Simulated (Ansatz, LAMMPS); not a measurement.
# Gap against volume in glassy B2O3 (130 atoms)

Density of this cell: 2.12 g/cm³. The cell holds 130 atoms: 52 B and 78 O. Its edges and angles: a = 12.094 Å, b = 10.714 Å, c = 10.970 Å, α = 91.0°, β = 91.2°, γ = 87.1°. The starting structure: 130 atoms (52 B, 78 O) placed at random at 1.93 g/cm³, melted at 3000 K for 20 ps at fixed volume with the Buckingham and Coulomb pair potential of Guillot and Sator (Geochim. Cosmochim. Acta 71, 1249 (2007)) with the boron terms of Wang et al. (J. Non-Cryst. Solids 498, 294 (2018)). Quenched from 3000 K to 300 K at 20 K/ps and fixed volume, held 10 ps at zero pressure.

Calculated with Ansatz 0.2.0: Kohn-Sham DFT, r2SCAN, PAW (set soft_2), plane waves; cutoff 500 eV, Γ point, fixed occupations. The relaxed cell was scaled evenly and the atoms were relaxed at each volume. The gap is that between the highest filled and the lowest empty Kohn-Sham level on the run's k-points.

| volume (Å³/atom) | gap (eV) |
| --- | --- |
| 9.8242 | 6.637 |
| 10.261 | 6.603 |
| 10.588 | 6.538 |
| 10.916 | 6.488 |
| 11.243 | ? |
| 11.571 | 6.547 |

Task: Fit a straight line in ln V to the rows given and interpolate to the withheld row.

Worked fit:

A volume deformation potential makes the spacing linear in u = ln(V/V0), with V0 = 10.916 Å³ the relaxed volume; v is the spacing.

| u = ln(V/V0) | v (eV) |
| --- | --- |
| -0.105360 | 6.6366 |
| -0.0618758 | 6.6031 |
| -0.0304584 | 6.5382 |
| 0 | 6.4881 |
| 0.0582693 | 6.5472 |

With n = 5: mean u = -0.0278849, mean v = 6.56264, Σ(u − ū)² = 0.015364, Σ(u − ū)(v − v̄) = -0.010451. Slope b = -0.010451 / 0.015364 = -0.68022; intercept a = v̄ − b ū = 6.5437.

At the withheld volume u = 0.02956, and v = a + b u.

Prediction at 11.243: 6.524 eV. The run gave 6.504 eV, so the fit is high by 0.020 eV (0.30 % of the value).

The rows follow a line only loosely (correlation 0.77 in size over all rows, under the 0.97 asked here), so the slope of -0.68 eV is a mean trend and no deformation potential. Among the rows given, the largest miss of the fit is at 10.916, by 0.056 eV (37 % of the range of the table).

Limits: The table spans 16 % in volume, wide for a linear law. Semilocal functionals tend to put gaps under measured ones. Only the Γ point is sampled. Atoms move by up to 1.2 Å in these relaxations, so the structure changes along the series. Defect or tail levels can set the spacing of a disordered cell.

[Hosts, paths, dates, database ids (printed as entryN), source tags and the programs' standing remarks are cut or masked in the printed files.]
